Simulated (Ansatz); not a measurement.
## AsPb3N (built on the sites of a database entry of Ca3SbN): relaxing the cell for a phonon run: cost of one run

Ansatz 0.2.0; DFT r2SCAN, scalar-relativistic, plane waves, PAW. The cell holds 5 atoms.

The structure was built from a prototype and need not be the compound's stable phase.

input.yaml reads:

```yaml
crystal:
  lattice:
    - [4.21051, 0.0, 0.0]
    - [0.0, 4.21051, 0.0]
    - [0.0, 0.0, 4.21051]
  atoms:
    - { symbol: Pb, position: [0.0, 0.5, 0.5] }
    - { symbol: Pb, position: [0.5, 0.0, 0.5] }
    - { symbol: Pb, position: [0.5, 0.5, 0.0] }
    - { symbol: As, position: [0.5, 0.5, 0.5] }
    - { symbol: "N", position: [0.0, 0.0, 0.0] }
kpoints:
  mp_grid: { grid: [6, 6, 6] }
hamiltonian:
  xc: r2scan
scf:
  occupations: { method: gaussian, width: 0.1 }
output:
  forces: true
  stress: true
  eigenvalues: true
relax:
  adjacent_minimum: "off"
  f_tol: 0.05
  max_steps: 80
  cell: { stress_tol: 0.5 }
```

Started as:

```
ansatz run input.yaml --threads 4 --pin off --max-ram 14336MiB --backend cpu --events-out ev --progress --plain --runs-dir out
```

The cutoff in use is 500 eV. For reference, a run of the same kind (5 atoms, 35 k-points, 38 bands and 4,169 plane waves; 36 SCF cycles) took 35 s and 1 GiB on the same hardware.

**Question.** How long does this run take on 4 threads of Arm Neoverse V1, shared host, and how much memory does it need?

At two electrons a band, the 62 electrons need 31 bands, and 7 more are carried. Symmetry cuts the 6×6×6 mesh from 216 to 20 points. The run has 20 k-points, 38 bands and 4,139 plane waves. Taking the work of a cycle as k-points × spins × bands × plane waves, that is 0.57 times the reference, or 20 s at the reference's 36 cycles. The run needed 104 SCF cycles over 11 ionic steps, which makes it about 58 s. One copy of the wavefunctions takes 0.047 GiB at 16 bytes a coefficient, against 0.083 GiB in the reference; grids, projectors and work arrays come on top. Measured: about 42 s, with a peak of 0.82 GiB. The run was quicker than this simple count says.

[Logs are printed without paths, hosts, clocks, repeated set-up lines and the standing remarks that a program may print on its own settings, such as how far it seeks lower states.]

[Hosts, paths, dates, database ids (printed as entryN), source tags and the programs' standing remarks are cut or masked in the printed files.]
